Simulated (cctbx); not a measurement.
# Occupancies in YbAl3TlIn

Cell a = 8.6490 Å, b = 4.1790 Å, c = 7.3850 Å, α = 90.00°, β = 90.00°, γ = 90.00°; space group Pmma (no. 51); nominal formula YbAl3TlIn.

Simulated single-crystal data (cctbx): Mo Kα, λ = 0.71073 Å, to d = 0.75 Å, 70 % of the full sphere, strongest reflection 40000 counts, noise from counting, a 2 % proportional error and a noise floor of 15 counts (s.d.); no absorption.

With every site full:

```text
Rint 0.019, 397 unique reflections to 0.75 A
cycle     R1     wR2    GooF  max shift (A)
   1  0.2300  0.4844  28.126   0.01701
   3  0.0707  0.1742  10.114   0.00000
final R1 0.0707 wR2 0.1742 GooF 10.114  parameters 22  data/parameter 18.0
atom        x        y        z      Ueq    occ   su(xyz)  su(Uiso or U11)
Tl1    0.75000  0.00000  0.19437   0.0151  1.000  0.00030  0.0010
Yb1    0.75000  0.00000  0.59637   0.0026  1.000  0.00025  0.0009
In2    0.50000  0.00000  0.00000  -0.0082  1.000  0.00000  0.0010  NPD
Al1    0.25000  0.50000  0.06760   0.0053  1.000  0.00213  0.0054  NPD
Al2    0.06633  0.50000  0.68684   0.0099  1.000  0.00158  0.0052
difference map: max 21.68 min -7.01 rms 1.45
Q1    0.0000  0.0000  0.0000    2   21.68  0.00 A from In2
Q2    0.2500  0.0000  0.4266    2    6.82  0.17 A from Yb1
Q3    0.0452  0.5000  0.6732    4    3.00  0.21 A from Al2
Q4    0.0100  0.0000  0.1848    4    2.09  1.37 A from In2
Q5    0.1934  0.2090  0.8475    8    1.59  1.05 A from Tl1
Q6    0.2500  0.2828  0.4968    4    1.49  1.37 A from Yb1
```

With the occupancies of the suspect sites free, each still typed as its main element:

```text
Rint 0.019, 397 unique reflections to 0.75 A
cycle     R1     wR2    GooF  max shift (A)
   1  0.1989  0.4269  24.856   0.01381
   4  0.0106  0.0242   1.406   0.00004
final R1 0.0106 wR2 0.0241 GooF 1.405  parameters 24  data/parameter 16.5
atom        x        y        z      Ueq    occ   su(xyz)  su(Uiso or U11)
Tl1    0.75000  0.00000  0.19430   0.0091  0.835  0.00004  0.0002
Yb1    0.75000  0.00000  0.59611   0.0053  1.000  0.00003  0.0001
In2    0.50000  0.00000  0.00000   0.0040  1.278  0.00000  0.0002
Al1    0.25000  0.50000  0.06792   0.0083  1.000  0.00027  0.0008
Al2    0.06550  0.50000  0.68518   0.0118  1.000  0.00020  0.0007
su of occupancy Tl1: 0.002
su of occupancy In2: 0.004
difference map: max 1.39 min -1.92 rms 0.24
Q1    0.2500  0.0000  0.1845    2    1.45  1.62 A from Yb1
Q2    0.0069  0.0000  0.1836    4    1.32  1.36 A from In2
Q3    0.1706  0.0000  0.9973    4    0.79  1.48 A from In2
Q4    0.1775  0.0000  0.6361    4    0.75  1.40 A from Tl1
Q5    0.2500  0.0000  0.4040    2    0.73  0.00 A from Yb1
Q6    0.1259  0.0000  0.1174    4    0.71  1.39 A from In2
```

**Question.** What is the disorder?

X-rays count electrons. Tl1 refines to 0.835(0.002), or 67.6 electrons; the site truly holds 0.6 Tl and 0.4 In, 68.2 electrons, which is 0.842 of Tl; In2 refines to 1.278(0.004), or 62.6 electrons; the site truly holds 0.6 In and 0.4 Tl, 61.8 electrons, which is 1.261 of In. A value under 1 can't tell vacancies from a lighter guest, and one over 1 needs a heavier guest; chemistry or a second radiation must settle which. Occupancy correlates with U and the scale, and the two elements' form factors differ in shape, so the match is approximate.

Freeing them takes R1 from 0.0707 to 0.0106 and GooF from 10.11 to 1.41.

The model was made for the exercise: a known structure type with other elements put in, its volume estimated, not relaxed; displacement parameters are assumed.

[Middle refinement cycles are left out of these outputs.]

[Logs are printed without paths, hosts, clocks, repeated set-up lines and the standing remarks that a program may print on its own settings, such as how far it seeks lower states.]
